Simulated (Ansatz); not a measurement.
# The 1T-SnSe2 bilayer (AA) under a gate

How does the 1T-SnSe2 bilayer (AA) take up charge from its gate?

Program: Ansatz 0.2.0. Level of theory: plane-wave DFT, PBE-D3(BJ), Ansatz PAW, in the first sound run; inputs show where later runs differ. Values are calculated unless marked as measured.

This is a report of a sequence of runs, with the program logs left out and the cost of each run kept.

## 1. Starting point

The cell holds 6 atoms: 4 Se and 2 Sn. Cell: a = 3.870 Å, b = 3.870 Å, c = 45.621 Å, α = 90.0°, β = 90.0°, γ = 120.0°. Regions: layer 1: 1T-SnSe2, 3 atoms (2 Se and 1 Sn); layer 2: 1T-SnSe2, 3 atoms (2 Se and 1 Sn). Vacuum lies along c.

## 2. Relaxation

The starting cell is a guess, so the in-plane lattice and the atoms are relaxed first, with the slab cut off from its images along the normal.

Contents of input.yaml:

```yaml
crystal:
  lattice:
    - [3.87, 0.0, 0.0]
    - [-1.935, 3.3515183126, 0.0]
    - [0.0, 0.0, 45.6209780866]
  atoms:
    - { symbol: Se, position: [0.6666666667, 0.3333333333, 0.4197630301] }
    - { symbol: Sn, position: [0.0, 0.0, 0.4428937162] }
    - { symbol: Se, position: [0.3333333333, 0.6666666667, 0.4660244022] }
    - { symbol: Se, position: [0.6666666667, 0.3333333333, 0.5339755978] }
    - { symbol: Sn, position: [0.0, 0.0, 0.5571062838] }
    - { symbol: Se, position: [0.3333333333, 0.6666666667, 0.5802369699] }
  periodic: [true, true, false]
kpoints:
  mp_grid: { grid: [12, 12, 1] }
hamiltonian:
  xc: pbe
  dispersion: d3bj
scf:
  occupations: { method: fermi_dirac, width: 0.05 }
  convergence: { dr2_threshold: 1.0e-09 }
relax:
  f_tol: 0.004
  max_steps: 90
  cell: {}
output:
  write_potential: true
  write_density: true
  volumetric_format: npy
```

Run with:

```console
$ ansatz run input.yaml --threads 4 --pin off --max-ram 16384MiB --backend cpu --events-out ev --progress --plain --runs-dir out
```

It took 85 s on 4 threads of Arm Neoverse V1, shared host; peak memory 1.4 GiB; 5.5 min of CPU time.

The steps of the relaxation:

| step | energy less that of the first step (eV) | largest force component (eV/Å) | volume (Å³) |
| --- | --- | --- | --- |
| 1 | 0.0000 | 5.1836 | 591.72 |
| 2 | -3.6703 | 2.9305 | 608.60 |
| 3 | -5.1835 | 1.1771 | 604.91 |
| 4 | -5.4827 | 0.1690 | 596.40 |
| 5 | -5.5528 | 0.0818 | 593.36 |
| 6 | -5.5702 | 0.0914 | 585.46 |
| 7 | -5.5743 | 0.0140 | 580.96 |
| 8 | -5.5743 | 0.0016 | 580.99 |
| 9* | -5.5737 | 0.0018 | 580.99 |

Relaxation steps marked * repeat the geometry before them on a plane-wave basis chosen anew for their cell, so energy and pressure can jump there.

The run keeps the 12 symmetry operations that the program found, so distortions that break them were not tested.

| cell as run | before | after | change |
| --- | --- | --- | --- |
| a (Å) | 3.870 | 3.835 | -0.9 % |
| b (Å) | 3.870 | 3.835 | -0.9 % |

The atoms that moved most (Å, along periodic axes as changes of fractional coordinates times the final cell, across vacuum about the mean position):

| atom | dx | dy | dz | length |
| --- | --- | --- | --- | --- |
| Se1 | 0.000 | 0.000 | -0.931 | 0.931 |
| Se6 | 0.000 | 0.000 | 0.931 | 0.931 |
| Sn5 | 0.000 | 0.000 | 0.391 | 0.391 |
| Sn2 | 0.000 | 0.000 | -0.391 | 0.391 |
| Se3 | 0.000 | 0.000 | 0.151 | 0.151 |
| Se4 | 0.000 | 0.000 | -0.151 | 0.151 |

The relaxed structure:

```xyz
6
Lattice="3.8347 0.0000 0.0000 -1.9174 3.3210 0.0000 0.0000 0.0000 45.6210" Properties=species:S:1:pos:R:3
Se    1.9174    1.1070   18.2186
Sn    0.0000    0.0000   19.8144
Se    0.0000    2.2140   21.4114
Se    1.9174    1.1070   24.2096
Sn    0.0000    0.0000   25.8066
Se    0.0000    2.2140   27.4024
```

This step gave:

| Item | Value |
| --- | --- |
| energy at zero smearing | -33928.5488 eV |

The lattice constant a goes from 3.870 to 3.835 Å.

## 3. Gated layer, added electrons 0, start network

The slab is cut off from its images along the normal. A charged sheet stands for each gate, the layer takes the opposite charge, and a barrier ahead of the sheet keeps electrons from leaking to it. The uncharged case sets the zero; a dense mesh is needed because few carriers fill a small part of the zone.

The cell differs from the one that the last finished run ended in (c 45.621 → 46.484 Å).

Contents of input.yaml:

```yaml
crystal:
  lattice:
    - [3.8347376564, 0.0, 0.0]
    - [-1.9173688282, 3.3209802273, 0.0]
    - [0.0, 0.0, 46.4838407245]
  atoms:
    - { symbol: Se, position: [0.6666666667, 0.3333333333, 0.4012146955] }
    - { symbol: Sn, position: [0.0, 0.0, 0.4355453965] }
    - { symbol: Se, position: [0.3333333333, 0.6666666667, 0.4699015558] }
    - { symbol: Se, position: [0.6666666667, 0.3333333333, 0.5300984442] }
    - { symbol: Sn, position: [0.0, 0.0, 0.5644546035] }
    - { symbol: Se, position: [0.3333333333, 0.6666666667, 0.5987853045] }
  periodic: [true, true, false]
  symmetry: { detect: true }
kpoints:
  mp_grid: { grid: [42, 42, 1] }
  band_path:
    path: [[0, 0, 0], [0.5, 0, 0], [0.33333333, 0.33333333, 0], [0, 0, 0]]
    npoints: 16
hamiltonian:
  xc: pbe
  dispersion: d3bj
scf:
  occupations: { method: fermi_dirac, width: 0.02585 }
  convergence: { dr2_threshold: 1.0e-10 }
output:
  forces: true
  eigenvalues: true
  dos: { projected: true, e_range: [-3, 3], de: 0.01 }
  write_potential: true
  write_density: true
  volumetric_format: npy
  elf: true
external_charges:
  - { charge: 0, barrier: 10, axis: 3, height: 31.334, sigma: 0.25 }
```

Elapsed: 4.8 min, on 4 threads; peak memory 3.6 GiB; 19 min of CPU time.

Numbers from this step:

| Property | Result |
| --- | --- |
| gap along the path | 0.6542 eV |
| smallest direct gap along the path | 0.9308 eV |
| gap, the smaller of path and mesh | 0.6530 eV |
| potential beyond the upper barrier and gate, less the barrier, from the Fermi level | 5.564 eV |

Running mean over a fixed 2.8 Å (it still follows the layers) of the planar mean; beyond a gate it holds the 10 eV model barrier. Table of electron's electrostatic potential energy less the Fermi level by z:

z (Å), electron's electrostatic potential energy less the Fermi level (eV) and a bar from the least value:
```
        4        5.6 ##############
        6        5.6 ##############
        8        5.6 ##############
       10        5.6 ##############
       12        5.6 ##############
       14        5.6 ##############
       16        5.5 ##############
       18        0.9 ######
       20       -3.1 
       22       -0.9 ####
       24        0.3 ######
       26       -3.1 
       28       -0.8 ####
       30        5.5 ##############
       32       13.0 ##########################
       34       15.6 ##############################
       36       15.6 ##############################
       38       15.6 ##############################
       40       15.6 ##############################
       42       15.6 ##############################
```

The density of states has structure finer than the step of the table below, so its rows give means over 0.1 eV. Peaks (eV: height): -2.47: 11.5, -1.42: 12.3, -1.05: 13.5, -0.82: 20.5, -0.52: 7.35, -0.43: 8.28, 1.69: 7.60.

Table of density of states by energy, zero at the Fermi level of the run, which the smearing sets inside the gap; means over each step:

| energy (eV) | density of states (states/eV a cell) |
| --- | --- |
| -2.9 | 4.59 |
| -2.8 | 4.42 |
| -2.7 | 4.77 |
| -2.6 | 4.77 |
| -2.5 | 6.34 |
| -2.4 | 4.50 |
| -2.3 | 3.48 |
| -2.2 | 3.14 |
| -2.1 | 3.14 |
| -2.0 | 3.30 |
| -1.9 | 3.93 |
| -1.8 | 4.41 |
| -1.7 | 3.34 |
| -1.6 | 4.02 |
| -1.5 | 8.56 |
| -1.4 | 8.37 |
| -1.3 | 3.15 |
| -1.2 | 2.75 |
| -1.1 | 4.16 |
| -1.0 | 10.7 |
| -0.9 | 9.04 |
| -0.8 | 11.7 |
| -0.7 | 5.85 |
| -0.6 | 5.21 |
| -0.5 | 5.73 |
| -0.4 | 3.89 |
| -0.3 | 0.0575 |
| -0.2 | 0 |
| -0.1 | 0 |
| 0.0 | 0 |
| 0.1 | 0 |
| 0.2 | 0 |
| 0.3 | 0.204 |
| 0.4 | 0.637 |
| 0.5 | 0.700 |
| 0.6 | 0.762 |
| 0.7 | 1.56 |
| 0.8 | 1.75 |
| 0.9 | 1.91 |
| 1.0 | 2.87 |
| 1.1 | 4.24 |
| 1.2 | 3.06 |
| 1.3 | 2.66 |
| 1.4 | 2.58 |
| 1.5 | 2.72 |
| 1.6 | 3.28 |
| 1.7 | 5.00 |
| 1.8 | 2.15 |
| 1.9 | 2.67 |
| 2.0 | 0.983 |
| 2.1 | 0 |

Projected DOS per atom over height of the atomic layer and energy from the Fermi level. Layers: Se Sn Se Se Sn Se from below.

Ten even steps from '0' (0.00 states/eV) to '9' (2.39 states/eV), each cell a mean:
```
000000
111111
222222
111111
222222
111111
010010
000000
000000
000000
000000
405504
708807
909909
302203
816618
402204
312313
212212
423324
323323
323323
```
Columns: height of the atomic layer (Å) from 18.6 to 27.8 (not evenly spaced); rows upwards: energy from the Fermi level (eV) from -2.98 to 2.27.

The electronic bands at the labelled points (eV, zero at the Fermi level of the run, which the smearing sets inside the gap):

| point | band 43 | band 44 | band 45 | band 46 | band 47 | band 48 | band 49 | band 50 |
| --- | --- | --- | --- | --- | --- | --- | --- | --- |
| Γ | -0.56 | -0.56 | -0.45 | -0.45 | 0.92 | 1.81 | 2.69 | 2.80 |
| halfway | -1.55 | -0.68 | -0.66 | -0.41 | 1.18 | 1.64 | 3.59 | 3.99 |
| M | -1.45 | -1.05 | -0.93 | -0.62 | 0.31 | 0.66 | 3.53 | 3.81 |
| halfway | -1.53 | -1.50 | -1.07 | -0.81 | 1.09 | 1.22 | 4.34 | 4.58 |
| K | -1.68 | -1.68 | -0.89 | -0.89 | 0.99 | 1.73 | 4.44 | 4.44 |
| halfway | -1.47 | -1.33 | -0.98 | -0.47 | 1.71 | 1.74 | 4.21 | 4.33 |
| Γ | -0.56 | -0.56 | -0.45 | -0.45 | 0.92 | 1.81 | 2.69 | 2.80 |

Electrostatic potential energy in the ca plane at fractional y = 0.000, with atoms of Sn within 0.2 Å of it. With pseudopotentials it is smooth inside the atoms' cores, unlike the true potential.

Values in eV, 6 rows by 16 columns, each cell a mean:
```
  0   0   0   0   0   0  -1  -5 -14 -14  -5  -1  -1  -5 -14 -14
  0   0   0   0   0   0  -1  -4 -13 -13  -4  -2  -2  -4 -13 -13
  0   0   0   0   0   0  -3  -7  -4  -4  -7  -3  -3  -7  -4  -4
  0   0   0   0   0   0  -2  -6  -5  -5  -6  -2  -2  -6  -5  -5
  0   0   0   0   0   0  -1  -4 -16 -16  -4  -1  -1  -4 -16 -16
  0   0   0   0   0   0  -1  -6 -11 -11  -6  -1  -1  -6 -11 -11
```
Columns run along c (16.0 Å, from fractional 0.25 to 0.59 of the cell; values clipped at the 3rd and 97th percentile), rows up along a (3.8 Å). Atoms in or near the plane, at fractional coordinates: Sn at (0.44, 0.00), Sn at (0.56, 0.00).

Valence density in the ca plane at fractional y = 0.000, with atoms of Sn within 0.2 Å of it. It is the smooth field of the valence electrons, not physical close to the nuclei.

Values in units of 1e0 e/Å³, 6 rows by 16 columns, each cell a mean:
```
0.0 0.0 0.0 0.0 0.0 0.0 0.0 0.1 3.5 3.4 0.1 0.0 0.0 0.1 3.4 3.5
0.0 0.0 0.0 0.0 0.0 0.0 0.1 0.2 0.4 0.4 0.2 0.1 0.1 0.2 0.4 0.4
0.0 0.0 0.0 0.0 0.0 0.0 0.1 0.3 0.2 0.2 0.3 0.1 0.1 0.3 0.2 0.2
0.0 0.0 0.0 0.0 0.0 0.0 0.1 0.3 0.2 0.2 0.3 0.1 0.1 0.3 0.2 0.2
0.0 0.0 0.0 0.0 0.0 0.0 0.0 0.2 0.8 0.8 0.2 0.1 0.1 0.2 0.8 0.8
0.0 0.0 0.0 0.0 0.0 0.0 0.0 0.1 5.2 5.1 0.1 0.0 0.0 0.1 5.1 5.2
```
Columns run along c (16.0 Å, from fractional 0.25 to 0.59 of the cell), rows up along a (3.8 Å). Atoms in or near the plane, at fractional coordinates: Sn at (0.44, 0.00), Sn at (0.56, 0.00).

ELF in the ca plane at fractional y = 0.000, with atoms of Sn within 0.2 Å of it. It is the smooth field of the valence electrons, not physical close to the nuclei.

Ten even steps from '0' (0.00) to '9' (0.72), each cell a mean:
```
00000000000000000000233100232100000012320013
00000000000000000112343322334310000134332233
00000000000000012456765333467653003567643335
00000000000000125799986433579985115899753346
00000000000000136899997312589996116999852137
00000000000000136899986322589996116999852236
00000000000000013678876433578874114788753346
00000000000000001234554333345431001345433334
00000000000000000001233211333100000013331123
00000000000000000000233000232100000012320003
```
Columns run along c (16.0 Å, from fractional 0.25 to 0.59 of the cell), rows up along a (3.8 Å). Atoms in or near the plane, at fractional coordinates: Sn at (0.44, 0.00), Sn at (0.56, 0.00).

The gap, the smaller of path and mesh, is 0.653 eV.

## 4. Gated layer, added electrons 1×10¹³ per cm², start atoms

input.yaml, the sections that differ from step 3:

```yaml
total_charge: -0.012735
kpoints:
  mp_grid: { grid: [42, 42, 1] }
output:
  forces: true
  eigenvalues: true
  write_potential: true
  write_density: true
  volumetric_format: npy
external_charges:
  - { charge: 0, barrier: 10, axis: 3, height: 31.334, sigma: 0.25 }
  - { charge: 0.012735, axis: 3, height: 32.834, sigma: 0.5 }
# crystal, hamiltonian, scf: as in step 3
```

Run time: 4.4 min. Hardware: 4 threads; peak memory 3.5 GiB; 18 min of CPU time.

This step gave:

```
energy at zero smearing                                                             : -33928.6090 eV
potential beyond the upper barrier and gate, less the barrier, from the Fermi level : 4.519 eV
```

Against the uncharged case this takes +1.04 V.

## 5. Gated layer, added electrons 3×10¹³ per cm², start atoms

input.yaml, as its differences from that of step 4:

```diff
@@ -14,3 +14,3 @@
   symmetry: { detect: true }
-total_charge: -0.012735
+total_charge: -0.038205
 kpoints:
@@ -31,2 +31,2 @@
   - { charge: 0, barrier: 10, axis: 3, height: 31.334, sigma: 0.25 }
-  - { charge: 0.012735, axis: 3, height: 32.834, sigma: 0.5 }
+  - { charge: 0.038205, axis: 3, height: 32.834, sigma: 0.5 }
```

The job ended after 4.5 min (4 threads; peak memory 3.5 GiB).

Against the uncharged case this takes +2.53 V.

## 6. Gated layer, added electrons 6×10¹³ per cm², start atoms

input.yaml, as its differences from that of step 5:

```diff
@@ -14,3 +14,3 @@
   symmetry: { detect: true }
-total_charge: -0.038205
+total_charge: -0.076411
 kpoints:
@@ -31,2 +31,2 @@
   - { charge: 0, barrier: 10, axis: 3, height: 31.334, sigma: 0.25 }
-  - { charge: 0.038205, axis: 3, height: 32.834, sigma: 0.5 }
+  - { charge: 0.076411, axis: 3, height: 32.834, sigma: 0.5 }
```

The job ended after 4.3 min (4 threads; peak memory 3.5 GiB).

Against the uncharged case this takes +4.69 V.

## 7. Gated layer, added electrons 10×10¹³ per cm², start atoms

input.yaml, as its differences from that of step 6:

```diff
@@ -14,3 +14,3 @@
   symmetry: { detect: true }
-total_charge: -0.076411
+total_charge: -0.127351
 kpoints:
@@ -31,2 +31,2 @@
   - { charge: 0, barrier: 10, axis: 3, height: 31.334, sigma: 0.25 }
-  - { charge: 0.076411, axis: 3, height: 32.834, sigma: 0.5 }
+  - { charge: 0.127351, axis: 3, height: 32.834, sigma: 0.5 }
```

The job ended after 4.1 min (4 threads; peak memory 3.5 GiB).

Against the uncharged case this takes +7.47 V.

## 8. Gated layer, added electrons -1×10¹³ per cm², start atoms

input.yaml, as its differences from that of step 7:

```diff
@@ -14,3 +14,3 @@
   symmetry: { detect: true }
-total_charge: -0.127351
+total_charge: 0.012735
 kpoints:
@@ -31,2 +31,2 @@
   - { charge: 0, barrier: 10, axis: 3, height: 31.334, sigma: 0.25 }
-  - { charge: 0.127351, axis: 3, height: 32.834, sigma: 0.5 }
+  - { charge: -0.012735, axis: 3, height: 32.834, sigma: 0.5 }
```

Wall time 4.3 min (4 threads); peak memory 3.6 GiB.

Against the uncharged case this takes -1.04 V.

## 9. Gated layer, added electrons -3×10¹³ per cm², start atoms

input.yaml, as its differences from that of step 8:

```diff
@@ -14,3 +14,3 @@
   symmetry: { detect: true }
-total_charge: 0.012735
+total_charge: 0.038205
 kpoints:
@@ -31,2 +31,2 @@
   - { charge: 0, barrier: 10, axis: 3, height: 31.334, sigma: 0.25 }
-  - { charge: -0.012735, axis: 3, height: 32.834, sigma: 0.5 }
+  - { charge: -0.038205, axis: 3, height: 32.834, sigma: 0.5 }
```

The job ended after 4.4 min (4 threads; peak memory 3.6 GiB; 17 min of CPU time).

Against the uncharged case this takes -2.54 V.

## 10. Gated layer, added electrons -6×10¹³ per cm²

input.yaml, the sections that differ from step 9:

```yaml
total_charge: 0.076411
kpoints:
  mp_grid: { grid: [42, 42, 1] }
  band_path:
    path: [[0, 0, 0], [0.5, 0, 0], [0.33333333, 0.33333333, 0], [0, 0, 0]]
    npoints: 16
output:
  forces: true
  eigenvalues: true
  dos: { projected: true, e_range: [-3, 3], de: 0.01 }
  write_potential: true
  write_density: true
  volumetric_format: npy
  elf: true
external_charges:
  - { charge: 0, barrier: 10, axis: 3, height: 31.334, sigma: 0.25 }
  - { charge: -0.076411, axis: 3, height: 32.834, sigma: 0.5 }
# crystal, hamiltonian, scf: as in step 9
```

It took 5 min on 4 threads; peak memory 3.6 GiB; 20 min of CPU time.

Against the uncharged case this takes -4.76 V.

[end of part 1 of 2]

[Long decimals in the printed logs are rounded to 6 places.]

[Logs are printed without paths, hosts, clocks, repeated set-up lines and the standing remarks that a program may print on its own settings, such as how far it seeks lower states.]

[Hosts, paths, dates, database ids (printed as entryN), source tags and the programs' standing remarks are cut or masked in the printed files.]

[Maps of the electrostatic potential energy from Ansatz leave out the sawtooth potential of an applied field or a dipole correction, so their vacuum need not be flat; planar profiles and work functions include it.]
